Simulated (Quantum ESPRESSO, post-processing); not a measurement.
# 1T-HfO2, 1 layer, stepped through the share of short-range exact exchange, part 3 of 3

What law, if any, do the results for 1T-HfO2, 1 layer follow against the share of short-range exact exchange?

Quantum ESPRESSO 7.5; plane-wave DFT, PBE, SG15 norm-conserving pseudopotentials.

So far. Step 2 (Variable-cell relaxation of the reference):  The last row is no step: it is a fresh SCF in the final cell with a new plane-wave basis, +0 meV from the row before.

## 7. SCF with pw.x, 0.4

Level of this step: plane-wave DFT, screened hybrid with 0.4 exact exchange, SG15 norm-conserving pseudopotentials (Quantum ESPRESSO 7.5). input_dft overrides the functional of the files.

File m6.scf.in:

```
&control
  prefix = 'm6.scf'
  outdir = './out'
  pseudo_dir = './pseudo'
  calculation = 'scf'
  tprnfor = .true.
/
&system
  ibrav = 0
  nat = 3
  ntyp = 2
  ecutwfc = 60
  ecutrho = 240
  occupations = 'fixed'
  nbnd = 22
  input_dft = 'hse'
  exx_fraction = 0.4
  nqx1 = 3
  nqx2 = 3
  nqx3 = 1
  ecutfock = 60
/
&electrons
  conv_thr = 1e-08
  mixing_beta = 0.6
  electron_maxstep = 120
/
ATOMIC_SPECIES
  O   15.9990  O_ONCV_PBE-1.2.upf
  Hf  178.4900  Hf_ONCV_PBE-1.2.upf
CELL_PARAMETERS angstrom
  3.24652186200000 0.00000000000000 0.00000000000000
  -1.62326093100000 2.81157040600000 0.00000000000000
  0.00000000000000 0.00000000000000 17.51859087600000
ATOMIC_POSITIONS crystal
  O   0.666666666700 0.333333333300 0.444849503000
  Hf  0.000000000000 0.000000000000 0.500000000000
  O   0.333333333300 0.666666666700 0.555150497000
K_POINTS automatic
  9 9 1 0 0 0
```

Command:

```
$ OMP_NUM_THREADS=1 mpirun -n 4 pw.x -nk 4 -in m6.scf.in > m6.scf.out
```

Log:

```text
[banner, memory and clock lines left out]
Program PWSCF v.7.5 starts
[...]
Message from routine setup:
[...]
number of electrons       =        38.00
     number of Kohn-Sham states=           22
     kinetic-energy cutoff     =      60.0000  Ry
     charge density cutoff     =     240.0000  Ry
[...]
number of k points=    12
[...]
Dense  grid:    67483 G-vectors     FFT dimensions: (  32,  32, 180)
[...]
negative rho (up, down):  6.756E-04 0.000E+00
     Starting wfcs are random
[...]
negative rho (up, down):  1.041E-04 0.000E+00
[...]
estimated scf accuracy    <       1.06812522 Ry
[...]
negative rho (up, down):  4.765E-05 0.000E+00
[...]
estimated scf accuracy    <       1.14469418 Ry
[...]
negative rho (up, down):  6.020E-06 0.000E+00
[...]
estimated scf accuracy    <       0.01040232 Ry
[...]
estimated scf accuracy    <       0.00612346 Ry
[...]
estimated scf accuracy    <       0.00002890 Ry
[...]
estimated scf accuracy    <       0.00000972 Ry
[...]
estimated scf accuracy    <       0.00000100 Ry
[...]
estimated scf accuracy    <       0.00000123 Ry
[...]
highest occupied, lowest unoccupied level (ev):    -2.6258    2.2323
!    total energy              =    -511.72198416 Ry
     estimated scf accuracy    <          5.4E-09 Ry
     convergence has been achieved in   9 iterations
[...]
estimated scf accuracy    <       0.00451711 Ry
[...]
estimated scf accuracy    <       0.00060372 Ry
[...]
estimated scf accuracy    <       0.00007483 Ry
[...]
estimated scf accuracy    <       0.00000311 Ry
[...]
estimated scf accuracy    <       0.00000011 Ry
[...]
highest occupied, lowest unoccupied level (ev):    -4.4098    2.3913
!    total energy              =    -509.49935569 Ry
     estimated scf accuracy    <          7.0E-09 Ry
     convergence has been achieved in   6 iterations
[...]
estimated scf accuracy    <       0.00004433 Ry
[...]
estimated scf accuracy    <       0.00000357 Ry
[...]
estimated scf accuracy    <       0.00000064 Ry
[...]
estimated scf accuracy    <       0.00000003 Ry
[...]
highest occupied, lowest unoccupied level (ev):    -4.4190    2.4160
!    total energy              =    -509.50178945 Ry
     estimated scf accuracy    <          6.5E-10 Ry
     convergence has been achieved in   5 iterations
[...]
estimated scf accuracy    <       0.00000235 Ry
[...]
estimated scf accuracy    <       0.00000032 Ry
[...]
estimated scf accuracy    <       0.00000005 Ry
[...]
highest occupied, lowest unoccupied level (ev):    -4.4190    2.4239
!    total energy              =    -509.50187167 Ry
     estimated scf accuracy    <          8.1E-10 Ry
     convergence has been achieved in   4 iterations
[...]
estimated scf accuracy    <       0.00000042 Ry
[...]
estimated scf accuracy    <       0.00000010 Ry
[...]
highest occupied, lowest unoccupied level (ev):    -4.4187    2.4263
!    total energy              =    -509.50187983 Ry
     estimated scf accuracy    <          5.7E-09 Ry
     convergence has been achieved in   3 iterations
[...]
estimated scf accuracy    <       0.00000005 Ry
[...]
estimated scf accuracy    <       0.00000001 Ry
[...]
highest occupied, lowest unoccupied level (ev):    -4.4186    2.4273
!    total energy              =    -509.50188103 Ry
     estimated scf accuracy    <          7.9E-10 Ry
     convergence has been achieved in   3 iterations
[...]
highest occupied, lowest unoccupied level (ev):    -4.4187    2.4273
!    total energy              =    -509.50188122 Ry
     estimated scf accuracy    <          8.0E-09 Ry
     convergence has been achieved in   1 iterations
[...]
highest occupied, lowest unoccupied level (ev):    -4.4186    2.4279
!    total energy              =    -509.50188125 Ry
     estimated scf accuracy    <          3.6E-09 Ry
     convergence has been achieved in   1 iterations
[...]
!!   total energy              =    -509.50188125 Ry
[...]
Total force =     0.045121     Total SCF correction =     0.000097
[...]
```

Elapsed: 1.9 min, on 4 MPI ranks of Arm Neoverse V2, shared host; peak memory 3.3 GiB.

This step gave:

| Quantity | Value |
| --- | --- |
| free energy | -6932.1262 eV |
| valence top, on the run's zero | -4.419 eV |
| conduction bottom, on the run's zero | 2.428 eV |
| gap by band count | 6.846 eV |

## 8. The series side by side

The series in one table:

```
the share of short-range exact exchange (0.25 is HSE06, 0 is PBE)  gap on the mesh (eV)  vacuum level over the valence top (eV)
                                                                0                 4.858                                    7.88
                                                              0.1                 5.351                                   8.314
                                                             0.15                 5.599                                   8.534
                                                              0.2                 5.847                                   8.754
                                                             0.25                 6.096                                   8.976
                                                              0.3                 6.346                                   9.199
                                                              0.4                 6.846                                   9.648
```

## 9. A check by hand

A line through all members has gap = 4.855 + 4.972 α eV and misses single members by up to 0.003 eV; a gap of 5.36 eV, 0.5 above the first member's, would need α = (5.36 − 4.855)/4.972 = 0.10.

## 10. Outcome

```
gap at a share of 0.25 (HSE06)                     : 6.10 eV
gap on the mesh, at 0 and at 0.4                   : 4.86, 6.85 eV
vacuum level over the valence top, at 0 and at 0.4 : 7.88, 9.65 eV
```

**Reading.** The series holds 7 members; gap at a share of 0.25 (HSE06): 6.10 eV. From 0 to 0.4 the gap on the mesh rises from 4.86 to 6.85 eV. From 0 to 0.4 the vacuum level over the valence top rises from 7.88 to 9.65 eV. The valence top sinks by 4.42 eV and the gap opens by 4.97 eV per unit share, so the valence top carries 89 % of the opening. Gaps are those of the mesh; no spin-orbit coupling; the q mesh was not tested; the geometry stays that of PBE.

[Logs are printed without paths, hosts, clocks, repeated set-up lines and the standing remarks that a program may print on its own settings, such as how far it seeks lower states.]

[Hosts, paths, dates, database ids (printed as entryN), source tags and the programs' standing remarks are cut or masked in the printed files.]

[Maps of the electrostatic potential energy from Ansatz leave out the sawtooth potential of an applied field or a dipole correction, so their vacuum need not be flat; planar profiles and work functions include it.]
